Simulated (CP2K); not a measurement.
Consider tetrahydrofuran at its PBE geometry (Å).

```xyz
13

C    -0.2510    1.0157   -0.2502
C     0.9278    0.3210    0.4485
C     0.7527   -1.1246   -0.0181
O    -0.6719   -1.3310   -0.1643
C    -1.3459   -0.0490   -0.1521
H    -0.5396    1.9639    0.2203
H    -0.0046    1.2170   -1.3028
H     1.9048    0.7397    0.1759
H     0.8185    0.3863    1.5408
H     1.1357   -1.8681    0.6957
H     1.2459   -1.2926   -0.9929
H    -1.9153    0.0460    0.7896
H    -2.0570   -0.0243   -0.9905
```

Method: CP2K XAS_TDP, all-electron GAPW, PBEh(45%), aug-cc-pVDZ, TDA, GW2X-corrected core level, no relativity.

Question: Predict the bright core excitations at the O K edge.

Leading lines: O4 536.32 eV. The leading line of an atom is its first one with 35 % of the strongest within 2.5 eV of its lowest line over the strength cut. Core ionisation energies at this level: O4 537.57 eV.

The first six lines of each atom with a strength over 0.0015:

```csv
atom,energy (eV),states,"strength, one atom",above the computed threshold
O4 (bonded to 2 C),536.32,1,0.0131,
,536.46,1,0.0248,
,536.80,1,0.0025,
,537.11,1,0.0220,
,537.54,1,0.0028,
,538.52,1,0.0093,yes
```

Lines are vertical, at one geometry, with no vibrational structure. GW2X ionisation energies and lines can be off by 1 to 2 eV either way, and a good line position may hide errors that cancel. These values hold no scalar relativity, about 0.4 eV for O 1s. Rydberg lines, and the discretised continuum above threshold, depend on the basis and the box.

[Banner, clock and machine lines of the logs are left out without a mark of their own.]

[Logs are printed without paths, hosts, clocks, repeated set-up lines and the standing remarks that a program may print on its own settings, such as how far it seeks lower states.]

[Hosts, paths, dates, database ids (printed as entryN), source tags and the programs' standing remarks are cut or masked in the printed files.]
